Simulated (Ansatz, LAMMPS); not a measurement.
# Structural relaxation of amorphous HfO2 at 8.35 g/cm^3 (84 atoms), part 3 of 4

How does amorphous HfO2 at 8.35 g/cm^3 (84 atoms) relax, and what do bonds, charges and levels look like afterwards?

Ansatz 0.2.0; Kohn-Sham DFT, PBE, PAW (set soft_2), plane waves.

The cell: 28 Hf and 56 O. The quench rate of 50 K/ps far exceeds what a furnace or splat quench reaches. The network of bonds at the start is that of the classical potential that made the cell. Only the Γ point is sampled in the main run, in a cell whose shortest periodic width is 11 Å. No spin–orbit coupling is included.

So far. Step 4 (Relaxation): The relaxation changed the energy by -27.4 meV/atom, and atoms moved by 0.32 Å r.m.s., 0.86 Å at most.

## 6. Single point at the relaxed geometry

One more single point at the end of the walk gives the fuller output and checks the residual forces.

File input.yaml:

```yaml
crystal:
  lattice:
    - [10.5436, 0.0, 0.0]
    - [0.0, 10.5436, 0.0]
    - [0.0, 0.0, 10.5436]
  atoms:
    - { symbol: Hf, position: [0.65538, 0.27658, 0.32675] }
    - { symbol: Hf, position: [0.97697, 0.69008, 0.91049] }
    - { symbol: Hf, position: [0.03085, 0.07906, 0.41148] }
    - { symbol: Hf, position: [0.73397, 0.89093, 0.32101] }
    - { symbol: Hf, position: [0.49224, 0.54539, 0.92785] }
    - { symbol: Hf, position: [0.44223, 0.55233, 0.40531] }
    - { symbol: Hf, position: [0.73863, 0.55326, 0.18811] }
    - { symbol: Hf, position: [0.87958, 0.17015, 0.74075] }
    - { symbol: Hf, position: [0.33373, 0.32349, 0.16379] }
    - { symbol: Hf, position: [0.02019, 0.3711, 0.29699] }
    - { symbol: Hf, position: [0.78135, 0.43991, 0.90532] }
    - { symbol: Hf, position: [0.22892, 0.63261, 0.13496] }
    - { symbol: Hf, position: [0.71364, 0.9302, 0.87264] }
    - { symbol: Hf, position: [0.30369, 0.02116, 0.60398] }
    - { symbol: Hf, position: [0.60743, 0.04733, 0.5611] }
    - { symbol: Hf, position: [0.07777, 0.37281, 0.94569] }
    - { symbol: Hf, position: [0.38328, 0.18882, 0.86554] }
    - { symbol: Hf, position: [0.23055, 0.34988, 0.52359] }
    - { symbol: Hf, position: [0.68371, 0.71013, 0.65003] }
    - { symbol: Hf, position: [0.58054, 0.39826, 0.65345] }
    - { symbol: Hf, position: [0.00172, 0.55534, 0.62539] }
    - { symbol: Hf, position: [0.1861, 0.94521, 0.0695] }
    - { symbol: Hf, position: [0.41828, 0.8393, 0.88429] }
    - { symbol: Hf, position: [0.0144, 0.73657, 0.33839] }
    - { symbol: Hf, position: [0.87064, 0.12835, 0.10129] }
    - { symbol: Hf, position: [0.5413, 0.059, 0.15186] }
    - { symbol: Hf, position: [0.25625, 0.68695, 0.65841] }
    - { symbol: Hf, position: [0.3589, 0.86059, 0.33423] }
    - { symbol: O, position: [0.35894, 0.71159, 0.49655] }
    - { symbol: O, position: [0.29021, 0.77418, 0.01945] }
    - { symbol: O, position: [0.57568, 0.84056, 0.75741] }
    - { symbol: O, position: [0.03213, 0.42142, 0.48412] }
    - { symbol: O, position: [0.54748, 0.98026, 0.96945] }
    - { symbol: O, position: [0.24892, 0.29938, 0.92539] }
    - { symbol: O, position: [0.83879, 0.63179, 0.58295] }
    - { symbol: O, position: [0.94503, 0.49951, 0.81361] }
    - { symbol: O, position: [0.29464, 0.86968, 0.71836] }
    - { symbol: O, position: [0.44115, 0.97756, 0.48008] }
    - { symbol: O, position: [0.68126, 0.07599, 0.37754] }
    - { symbol: O, position: [0.44178, 0.20217, 0.04622] }
    - { symbol: O, position: [0.4804, 0.35741, 0.81007] }
    - { symbol: O, position: [0.54484, 0.88666, 0.26364] }
    - { symbol: O, position: [0.95213, 0.11423, 0.57281] }
    - { symbol: O, position: [0.46526, 0.09565, 0.69998] }
    - { symbol: O, position: [0.07886, 0.69972, 0.74508] }
    - { symbol: O, position: [0.63567, 0.25485, 0.52858] }
    - { symbol: O, position: [0.14744, 0.23517, 0.38195] }
    - { symbol: O, position: [0.47679, 0.22763, 0.2794] }
    - { symbol: O, position: [0.75142, 0.97036, 0.13764] }
    - { symbol: O, position: [0.38082, 0.64677, 0.79834] }
    - { symbol: O, position: [0.82611, 0.41664, 0.27618] }
    - { symbol: O, position: [0.81368, 0.77584, 0.82341] }
    - { symbol: O, position: [0.36596, 0.49086, 0.07713] }
    - { symbol: O, position: [0.30111, 0.43226, 0.33274] }
    - { symbol: O, position: [0.75279, 0.31508, 0.75289] }
    - { symbol: O, position: [0.05228, 0.06872, 0.11413] }
    - { symbol: O, position: [0.72912, 0.03404, 0.70953] }
    - { symbol: O, position: [0.33941, 0.99473, 0.19202] }
    - { symbol: O, position: [0.02795, 0.26023, 0.79896] }
    - { symbol: O, position: [0.24507, 0.19918, 0.63578] }
    - { symbol: O, position: [0.13898, 0.33887, 0.14206] }
    - { symbol: O, position: [0.17086, 0.80586, 0.24385] }
    - { symbol: O, position: [0.5381, 0.71393, 0.98281] }
    - { symbol: O, position: [0.12051, 0.56121, 0.98409] }
    - { symbol: O, position: [0.92098, 0.19538, 0.28969] }
    - { symbol: O, position: [0.68749, 0.20115, 0.15312] }
    - { symbol: O, position: [0.93145, 0.91739, 0.35534] }
    - { symbol: O, position: [0.80839, 0.70817, 0.28309] }
    - { symbol: O, position: [0.08516, 0.69028, 0.50095] }
    - { symbol: O, position: [0.65007, 0.54478, 0.78898] }
    - { symbol: O, position: [0.41743, 0.40319, 0.54179] }
    - { symbol: O, position: [0.5892, 0.47651, 0.30163] }
    - { symbol: O, position: [0.84766, 0.58833, 0.02861] }
    - { symbol: O, position: [0.1933, 0.97144, 0.45157] }
    - { symbol: O, position: [0.89611, 0.31452, 0.01583] }
    - { symbol: O, position: [0.29342, 0.01431, 0.92064] }
    - { symbol: O, position: [0.19876, 0.498, 0.64575] }
    - { symbol: O, position: [0.04151, 0.82467, 0.01545] }
    - { symbol: O, position: [0.63886, 0.46306, 0.03603] }
    - { symbol: O, position: [0.68113, 0.85741, 0.51255] }
    - { symbol: O, position: [0.06382, 0.57284, 0.24592] }
    - { symbol: O, position: [0.84937, 0.07013, 0.91137] }
    - { symbol: O, position: [0.38316, 0.67615, 0.26075] }
    - { symbol: O, position: [0.58261, 0.57503, 0.55445] }
kpoints:
  mp_grid: { grid: [1, 1, 1] }
hamiltonian:
  xc: pbe
scf:
  occupations: { method: fermi_dirac, width: 0.025 }
output:
  forces: true
  stress: true
  populations: true
  dos:
    method: { smearing: { sigma: 0.08 } }
    de: 0.05
    projected: { site_lists: { Hf: [Hf], O: [O] } }
  eigenvalues: true
  write_density: true
  write_potential: true
  volumetric_format: npy
```

The run is started by

```bash
ansatz run input.yaml --threads 4 --pin off --max-ram 8192MiB --backend cpu --events-out ev --progress --plain --runs-dir out
```

Numbers of over 12 decimals in the logs are rounded to 6 here.

The program printed:

```text
[...]
Crystal: 84 atoms, lattice volume = 1172.106 Å³
Basis set: ecut = 420 eV, 22983 PW (Γ), exchange–correlation on 144×144×144 points (8 copies of the dense FFT grid, shifted against one another)
Bands: 639, of which v1, the nominal top of the filled ones, is band 532 counted from 1 (531 counted from 0)
Symmetry: 1 space group operations
[...]
k-points: 1
[...]
SCF iter   1: F=—  HF=-472111.829394 eV  |F-HF|=—  |Δ(HF+E_count)|=         —  Δρ=3.97e-3  dr2=1.64e-1  ethr=1.77e-3  ⟨swp⟩=4.0  Hψ=1968  notcnv=0  defer=57
[...]
SCF iter  11: F=-472111.829237 eV  HF=-472111.829237 eV  |F-HF|=1.12e-8  |Δ(HF+E_count)|=   2.84e-8  Δρ=2.13e-6  dr2=5.66e-8  ethr=9.40e-12  ⟨swp⟩=14.0  Hψ=5353  notcnv=0
SCF 1 converged in 11 iterations: F = -472111.829237 eV  dr2 = 5.66e-8
[...]
SCF converged after 11 iterations
Free energy (F): -472111.829237 eV
[...]
Internal energy: -472111.829237 eV  (E = F + TS)
E sigma→0 (E₀):  -472111.829237 eV
Fermi energy:    12.656083 eV
[...]
--- Forces (eV/Å), atoms counted from 1 ---
  atom   1  Hf    -0.00511359    -0.02110007    -0.03038144
  atom   2  Hf     0.00817518     0.00556554     0.00868333
  atom   3  Hf     0.01061787     0.00167961    -0.00622655
  atom   4  Hf    -0.01602037     0.00291725     0.00654383
  atom   5  Hf     0.00500345    -0.01335931     0.01234770
  atom   6  Hf    -0.01084705    -0.00643439    -0.00717295
  atom   7  Hf    -0.00055499    -0.01374534    -0.00703831
  atom   8  Hf     0.00193197    -0.00398153     0.00876072
  atom   9  Hf     0.01363010    -0.03035120    -0.01575567
  atom  10  Hf    -0.00671863     0.00617185     0.00554421
  atom  11  Hf    -0.01198279     0.00206014     0.01997414
  atom  12  Hf    -0.01034250     0.00259026    -0.00479928
  atom  13  Hf     0.01085719     0.00763752     0.00039432
  atom  14  Hf    -0.01107901    -0.00409466    -0.00021282
[...]
atom  83  O      0.00317088    -0.00281242     0.00844303
  atom  84  O     -0.00086129    -0.00702263     0.00381983
  max |Σ_I F_I| component: 8.04e-5 eV/Å
--- Stress (GPa, compression-positive) ---
       -2.315038       0.069549       0.136955
        0.069549      -3.891512       2.297753
        0.136955       2.297753      -4.210800
  P = ⅓ Tr σ = -3.4724 GPa (-34.724 kbar)
--- Band table (eV) ---
[...]
--- Löwdin populations: 84 sites ---
  site symbol       q [e]
     0     Hf     24.5198
     1     Hf     24.5857
     2     Hf     24.5505
[...]
83      O      6.6730
  spilling = 0.002693 (of n_electrons = 1064.000000)
```

Wall time 44 s (4 threads of Intel Xeon at 2.70GHz, shared host); peak memory 2.1 GiB; 2.5 min of CPU time.

The run gave:

| Quantity | Value |
| --- | --- |
| free energy | -472111.8292 eV |
| free energy per atom | -5620.3789 eV/atom |
| SCF cycles | 11 |
| pressure | -3.472 GPa |
| r.m.s. force component | 0.00845 eV/Å |
| longest force | 0.03734 eV/Å |
| Fermi energy | 12.66 eV |
| gap (highest filled to lowest empty level) | 3.901 eV |
| spilling of the projection | 0.002693 |

Löwdin charges by element and coordination (they lack the spilled electrons, 0.034 e an atom on average):

| element | coordination | atoms | mean charge (e) | spread | least | most |
| --- | --- | --- | --- | --- | --- | --- |
| Hf | all | 28 | 1.46 | 0.0297 | 1.41 | 1.53 |
| Hf | 5 | 7 | 1.46 | 0.026 | 1.41 | 1.50 |
| Hf | 6 | 18 | 1.45 | 0.0303 | 1.41 | 1.53 |
| Hf | 7 | 2 | 1.47 | 0.0235 | 1.44 | 1.49 |
| Hf | 8 | 1 | 1.50 | 0 | 1.50 | 1.50 |
| O | all | 56 | -0.678 | 0.0258 | -0.722 | -0.608 |
| O | 2 | 7 | -0.655 | 0.0122 | -0.681 | -0.645 |
| O | 3 | 45 | -0.681 | 0.0264 | -0.722 | -0.608 |
| O | 4 | 4 | -0.687 | 0.0101 | -0.699 | -0.675 |

States in the cell by windows of 1 eV, zero at the Fermi level; the larger projections on atomic orbitals stand beside the total:

| from (eV) | to (eV) | total | O p | Hf d |
| --- | --- | --- | --- | --- |
| -10 | -7 | 0.0 | 0.0 | 0.0 |
| -7 | -6 | 39.7 | 27.6 | 8.8 |
| -6 | -5 | 79.6 | 57.9 | 18.0 |
| -5 | -4 | 72.1 | 57.5 | 11.1 |
| -4 | -3 | 79.8 | 70.0 | 6.9 |
| -3 | -2 | 62.9 | 58.3 | 3.0 |
| -2 | -1 | 1.9 | 1.8 | 0.1 |
| -1 | 1 | 0.0 | 0.0 | 0.0 |
| 1 | 2 | 1.7 | 0.1 | 0.9 |
| 2 | 3 | 41.1 | 4.1 | 33.1 |
| 3 | 4 | 66.1 | 7.9 | 51.5 |
| 4 | 5 | 61.2 | 10.0 | 42.7 |

Between -26 and -10 eV lie 504 more states.

About 224 of the 1064 electrons lie in deeper levels, below the stored range.

The levels nearest the highest filled one (over half full), pooled over k-points and spins:

| level less the highest filled one (eV) | occupation |
| --- | --- |
| -0.309 | 2 |
| -0.266 | 2 |
| -0.193 | 2 |
| -0.185 | 2 |
| -0.0851 | 2 |
| 0 | 2 |
| 3.90 | 0 |
| 4.08 | 0 |
| 4.20 | 0 |
| 4.24 | 0 |
| 4.27 | 0 |
| 4.32 | 0 |

Electrostatic potential energy in the ac plane at fractional y = 0.561, with atoms of Hf and O within 0.2 Å of it. With pseudopotentials it is smooth inside the atoms' cores, unlike the true potential.

Ten even steps from '_' (-29 eV) to '@' (17 eV), each cell a mean:
```
@@%%--____==@@@@@@@@@@%%++..____..++%%@@@@@@%%%%##**##%%@@%%
%%%%##==++%%@@@@@@@@@@##==________==##%%@@%%%%%%%%%%%%%%%%%%
%%@@@@@@@@@@@@@@@@@@@@%%++..____..++%%@@@@%%%%%%%%%%%%%%%%%%
%%@@@@@@@@@@@@@@@@@@@@%%##**====++##**==++%%%%%%%%%%@@%%####
@@@@@@@@@@@@@@@@@@@@@@@@@@%%%%%%%%%%::____++@@@@@@@@@@##**##
%%%%@@@@@@@@@@@@@@@@@@@@@@@@@@@@@@%%--__..**@@@@@@@@@@@@%%%%
++**##%%@@@@@@@@@@@@@@@@@@@@@@@@@@@@%%####@@@@@@@@@@@@%%##++
__..==##%%####%%%%%%@@@@@@@@@@@@@@@@@@@@@@@@@@@@@@@@%%##--..
..__::**%%****##%%%%@@@@@@@@@@@@@@%%%%%%@@@@@@@@@@@@%%++..__
____--##%%%%%%%%%%@@@@@@@@@@@@@@++..--##@@@@@@@@@@##%%**::__
::--**%%@@@@@@@@@@@@@@@@@@@@@@%%::____++@@@@@@@@@@%%%%##++--
##%%%%@@@@@@@@@@@@@@%%%%##**####++::--%%@@@@@@@@@@@@@@@@%%##
@@@@@@@@@@@@@@@@@@%%##++::..::++##%%@@@@@@@@@@@@@@@@@@@@@@@@
@@@@@@@@@@@@@@@@@@%%**::______::**%%@@@@@@@@@@@@@@@@@@@@@@@@
@@@@@@@@@@@@@@@@@@%%**::______..**%%@@@@@@@@@@@@@@@@@@@@@@@@
@@@@@@@@@@@@@@@@@@@@##++::....==##%%@@@@@@@@@@@@@@@@@@@@@@@@
%%++++##@@@@@@@@@@@@@@%%##****##%%%%@@%%%%######%%@@@@@@@@@@
++____::%%@@%%%%@@@@@@@@@@@@@@@@@@@@%%##**--::--**%%@@@@@@@@
**..__--%%%%######%%@@@@@@@@@@@@@@@@%%**::______::**%%@@@@@@
@@%%##%%%%**==--++##%%@@@@@@@@@@@@@@%%++..__..__..**%%@@@@@@
@@@@@@@@##==::::==**%%@@@@@@@@@@@@@@%%##--..__..==##@@@@@@@@
@@@@@@@@%%**==--++######@@@@@@@@@@@@@@%%##++++******%%@@@@@@
@@@@@@##**########%%%%%%%%%%%%%%%%@@@@@@@@%%%%%%==..::##@@@@
@@%%==____++%%@@@@@@@@%%##**====**##%%@@@@@@@@%%--__..**@@@@
```
Columns run along a (10.5 Å; values clipped at the 3rd and 97th percentile), rows up along c (10.5 Å). Atoms in or near the plane, at fractional coordinates: Hf at (0.49, 0.93), Hf at (0.44, 0.41), Hf at (0.74, 0.19), Hf at (0.00, 0.63), O at (0.12, 0.98), O at (0.65, 0.79), O at (0.06, 0.25), O at (0.58, 0.55).

Valence density in the ac plane at fractional y = 0.561, with atoms of Hf and O within 0.2 Å of it. It is the smooth field of the valence electrons, not physical close to the nuclei.

Ten steps, logarithmic in the rise over the least value, from '_' (0 e/Å³) to '@' (28 e/Å³), each cell a mean:
```
..::++****==::__________::**%%%%**::..________..------::..__
....--====::..__________--##@@@@##--..________............__
..........____________..::**%%%%**--........________........
..__________________......::====::::--====::..______..::----
::__________________..::......__..::++****==..______..------
..__________________......________::==**++--..______..::::::
--::..__........__________________..::----..__________....::
##**--..::----::..__________________......____________..==**
@@%%++::::------..______________..::::..______....::..--**@@
@@##==....::::::..____________::==++++--..____..::--::--++%%
++==::______..______________..::++****==..____..::::::..::==
....____________________......::==++==--..________....____..
____________________..--++**++--::::::..____________________
____________________..++%%@@%%++::__________________________
____________________::++%%@@%%**::..________________________
__......____________..--++**++--........____________________
::====--..____________....::......::::..........__________..
==****++::..____________________........::==++==::________..
--++**==::......____________________..::++%%@@%%++..______..
..----::..::----::..__________________::**@@@@%%++..________
____......--==++--::......____________..==**##**==....______
______....::--==--::::--::..__________....::--------::..____
__..::----::::......::::::..________..........::==++++--..__
__::==****==::____........::----::........__..::==**++--..__
```
Columns run along a (10.5 Å), rows up along c (10.5 Å). Atoms in or near the plane, at fractional coordinates: Hf at (0.49, 0.93), Hf at (0.44, 0.41), Hf at (0.74, 0.19), Hf at (0.00, 0.63), O at (0.12, 0.98), O at (0.65, 0.79), O at (0.06, 0.25), O at (0.58, 0.55).

Mean Löwdin charges: Hf +1.46, O -0.68 e. The largest share in the top eV of filled states is O p (94 % of the projected weight), and in the lowest eV of empty states Hf d (82 % of the projected weight).

The surroundings of O56, which has 2 bonded neighbours where the commonest count for O is 3, nearest first, numbered as they follow in the input and with coordinates relative to it.

| atom | x | y | z | distance (Å) | bonds | Löwdin charge (e) |
| --- | --- | --- | --- | --- | --- | --- |
| O56 | 0.00 | 0.00 | 0.00 | 0.00 | 2 | -0.68 |
| Hf22 | 1.41 | -1.30 | -0.47 | 1.98 | 6 | 1.43 |
| Hf25 | -1.92 | 0.63 | -0.14 | 2.02 | 6 | 1.47 |
| O65 | -1.38 | 1.34 | 1.85 | 2.67 | 3 | -0.70 |
| O78 | -0.11 | -2.57 | -1.04 | 2.78 | 2 | -0.66 |
| O61 | 0.91 | 2.85 | 0.29 | 3.01 | 3 | -0.67 |
| O82 | -2.14 | 0.01 | -2.14 | 3.02 | 3 | -0.68 |
| Hf3 | -0.23 | 0.11 | 3.14 | 3.15 | 5 | 1.45 |

The column of bonds counts only the pairs O-Hf within 2.82 Å; other neighbours, such as metal atoms beside each other in a compound, aren't counted, and periodic images can show an atom twice.

## 7. K-mesh 2×2×2

A denser mesh tests the sampling of the Brillouin zone.

input.yaml: that of step 6 with these lines changed.

```diff
@@ -8,3 +8,3 @@
 kpoints:
-  mp_grid: { grid: [1, 1, 1] }
+  mp_grid: { grid: [2, 2, 2] }
 hamiltonian:
@@ -22,4 +22 @@
   eigenvalues: true
-  write_density: true
-  write_potential: true
-  volumetric_format: npy
```

The program printed:

```text
[...]
Crystal: 84 atoms, lattice volume = 1172.106 Å³
Basis set: ecut = 420 eV, 22983 PW (Γ), exchange–correlation on 144×144×144 points (8 copies of the dense FFT grid, shifted against one another)
Bands: 639, of which v1, the nominal top of the filled ones, is band 532 counted from 1 (531 counted from 0)
Symmetry: 1 space group operations
[...]
k-points: 8
[...]
SCF iter   1: F=—  HF=-472111.908483 eV  |F-HF|=—  |Δ(HF+E_count)|=         —  Δρ=3.92e-3  dr2=1.59e-1  ethr=1.77e-3  ⟨swp⟩=4.2  Hψ=15650  notcnv=0  defer=448
[...]
SCF iter  10: F=—  HF=-472111.907060 eV  |F-HF|=—  |Δ(HF+E_count)|=   5.19e-7  Δρ=4.99e-6  dr2=2.89e-7  ethr=5.10e-11  ⟨swp⟩=2.2  Hψ=8574  notcnv=0  defer=796
SCF iter  11: F=-472111.907060 eV  HF=-472111.907060 eV  |F-HF|=8.67e-9  |Δ(HF+E_count)|=   2.08e-8  Δρ=2.05e-6  dr2=5.37e-8  ethr=9.40e-12  ⟨swp⟩=10.0  Hψ=25795  notcnv=0
SCF 1 converged in 11 iterations: F = -472111.907060 eV  dr2 = 5.37e-8
[...]
SCF converged after 11 iterations
Free energy (F): -472111.907060 eV
[...]
Internal energy: -472111.907060 eV  (E = F + TS)
E sigma→0 (E₀):  -472111.907060 eV
Fermi energy:    12.678481 eV
[...]
Σ components = -472111.907060   (vs F -472111.907060, Δ=0.00e0)
--- Forces (eV/Å), atoms counted from 1 ---
  atom   1  Hf     0.01023203    -0.04271562    -0.04271265
  atom   2  Hf    -0.00378250    -0.00961713    -0.00158819
  atom   3  Hf     0.00020358     0.01275618    -0.00027724
  atom   4  Hf    -0.01687727    -0.00581272    -0.00202088
[...]
atom  84  O      0.00120329    -0.00116908     0.00982577
  max |Σ_I F_I| component: 9.01e-5 eV/Å
--- Stress (GPa, compression-positive) ---
       -2.324342       0.078261       0.143465
        0.078261      -3.891413       2.296369
        0.143465       2.296369      -4.214091
  P = ⅓ Tr σ = -3.4766 GPa (-34.766 kbar)
--- Band table (eV; the first three rows and the last of 8) ---
[...]
--- Löwdin populations: 84 sites ---
  site symbol       q [e]
     0     Hf     24.5218
     1     Hf     24.5879
     2     Hf     24.5477
[...]
83      O      6.6729
  spilling = 0.002694 (of n_electrons = 1064.000000)
```

Run time: 7.1 min. Hardware: 4 threads; peak memory 6.1 GiB; 23 min of CPU time.

The program notes that it cut back its work space to fit the memory limit.

Geometry and reference: those of the single point at the relaxed geometry.

Forces differ from those of the single point at the relaxed geometry by 12 meV/Å r.m.s.; the energy by -0.93 meV/atom and the gap by -0.026 eV. It took 7.1 min and 11 cycles; the reference's time can't be set against it, since the two runs asked for unlike analyses.

(Continued in part 4 of 4.)

[Logs are printed without paths, hosts, clocks, repeated set-up lines and the standing remarks that a program may print on its own settings, such as how far it seeks lower states.]

[Hosts, paths, dates, database ids (printed as entryN), source tags and the programs' standing remarks are cut or masked in the printed files.]
